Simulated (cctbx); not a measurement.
## What is wrong with this refinement?

Cell a = 8.8650 Å, b = 8.8650 Å, c = 6.8540 Å, α = 90.00°, β = 90.00°, γ = 120.00°; space group P6_3/mcm (no. 193). The compound is Gd5Sn3N.

The data are simulated with cctbx, not measured: Cu Kα, λ = 1.54184 Å, to d = 0.8 Å, 70 % of the full sphere, strongest reflection 40000 counts, noise from counting, a 1.5 % proportional error and a noise floor of 15 counts (s.d.); no absorption, and some extinction, which the refinements don't model.

An anisotropic refinement with weights 1/σ² prints:

```text
Rint 0.022, 193 unique reflections to 0.80 A
cycle     R1     wR2    GooF  max shift (A)
   1  0.0251  0.0508   4.748   0.00116
   2  0.0251  0.0502   4.690   0.00000
final R1 0.0251 wR2 0.0502 GooF 4.690  parameters 10  data/parameter 19.3
atom        x        y        z      Ueq    occ   su(xyz)  su(Uiso or U11)
Gd1    0.78081  0.78081  0.75000   0.0041  1.000  0.00010  0.0004
Gd2    0.33333  0.66667  0.00000   0.0047  1.000  0.00000  0.0004
Sn1    0.40936  0.40936  0.75000   0.0048  1.000  0.00013  0.0004
difference map: max 13.70 min -0.83 rms 0.39
Q1    0.0000  0.0000  0.0000    2   13.70  2.59 A from Gd1
Q2    0.0000  0.3701  0.2500    6    0.87  0.35 A from Sn1
Q3    0.2172  0.4344  0.0000   12    0.79  1.78 A from Gd2
Q4    0.0000  0.0838  0.6234   12    0.61  1.48 A from Gd1
Q5    0.0000  0.1174  0.0887   12    0.60  2.01 A from Gd1
Q6    0.3333  0.6667  0.0000    4    0.59  0.00 A from Gd2
```

Q: Accept it or mend it, and why?

Mend it. The fault: an atom left out, N at (0, 0, 0). Against the right model at the same level, R1 goes from 0.0073 to 0.0251 and GooF from 1.11 to 4.69 and the top difference peak, 13.7 e/Å³, lies 2.59 Å from Gd1. Q1 is the missing atom. With scattering power missing, scale and phases suffer, so peaks may also grow on the heavy atoms.

The compound is Gd5Sn3N. The right model at the same level gives:

```text
Rint 0.022, 193 unique reflections to 0.80 A
cycle     R1     wR2    GooF  max shift (A)
   1  0.0075  0.0121   1.133   0.00003
   2  0.0073  0.0118   1.113   0.00000
final R1 0.0073 wR2 0.0118 GooF 1.113  parameters 12  data/parameter 16.1
atom        x        y        z      Ueq    occ   su(xyz)  su(Uiso or U11)
Gd1    0.78088  0.78088  0.75000   0.0045  1.000  0.00002  0.0001
Gd2    0.33333  0.66667  0.00000   0.0051  1.000  0.00000  0.0001
Sn1    0.40923  0.40923  0.75000   0.0051  1.000  0.00003  0.0001
N1     0.00000  0.00000  0.00000   0.0101  1.000  0.00000  0.0018
difference map: max 0.41 min -0.61 rms 0.14
Q1    0.0000  0.2728  0.1303   12    0.42  1.46 A from Sn1
Q2    0.1338  0.3278  0.6373   24    0.42  1.34 A from Gd1
Q3    0.0000  0.1342  0.0920   12    0.41  1.35 A from N1
Q4    0.2473  0.5785  0.6667   24    0.41  1.38 A from Gd2
Q5    0.0000  0.0715  0.5827   12    0.39  0.85 A from N1
Q6    0.2126  0.4252  0.0000   12    0.38  1.85 A from Gd2
```

This is a model crystal, built by substitution and not relaxed, with assumed displacement parameters.

[Middle refinement cycles are left out of these outputs.]

[Logs are printed without paths, hosts, clocks, repeated set-up lines and the standing remarks that a program may print on its own settings, such as how far it seeks lower states.]
